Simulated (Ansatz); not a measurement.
In doubt: masses and optical values from hybrid runs of this build are listed as unsure (in some of the runs), which bears on the screening that GW takes from such a start.

Two G0W0 runs on Germanium (Fd-3m, 2 atoms a cell).

```xyz
2
Lattice="0.0000 2.8289 2.8289 2.8289 0.0000 2.8289 2.8289 2.8289 0.0000" Properties=species:S:1:pos:R:3 pbc="T T T"
Ge    0.0000    0.0000    0.0000
Ge    1.4145    1.4145    1.4145
```

The cell and positions come from the Crystallography Open Database and are kept as given unless a step says otherwise.

The first (Ansatz 0.2.0; start r2SCAN, 6×6×6 mesh, 102 empty bands, screening to 100 eV, hard PAW files; 1 × NVIDIA H100 80GB HBM3 (shared by 3 runs) with 4 threads of AMD EPYC 7R13 (Zen 3), shared host) gave, on its mesh: starting gap 0.44 eV, G0W0 gap 0.80 eV, RPA ε∞ (mean) 92.03, 16 s.

The second gave: starting gap 0.81 eV, G0W0 gap 0.95 eV, RPA ε∞ (mean) 27.50, 21 s.

What was changed in the input? Choose among start, files, mesh, bands and cutoff, frequency model or another key.

Changed: start from r2SCAN to HSE06 and files from hard PAW to PAW set soft_1. A jump of this size in the start, with ε∞ moving the other way, marks another functional. Other changes could give like numbers; this is the one that was made.

Limits: not at the basis limit; mesh may overstate the screening; screening runs away on this mesh; no spin-orbit coupling; coarse k mesh.

[Paths, hosts, dates, memory and timing lines, banners, echoed tables and standing remarks are left out of the program output.]

[Logs are printed without paths, hosts, clocks, repeated set-up lines and the standing remarks that a program may print on its own settings, such as how far it seeks lower states.]

[Runs of the session that timed out or met a known fault of the program may be left out.]

[Cells called generated may have been cut or substituted from an entry of the Crystallography Open Database or the Materials Project.]

[Hosts, paths, dates, database ids (printed as entryN), source tags and the programs' standing remarks are cut or masked in the printed files.]
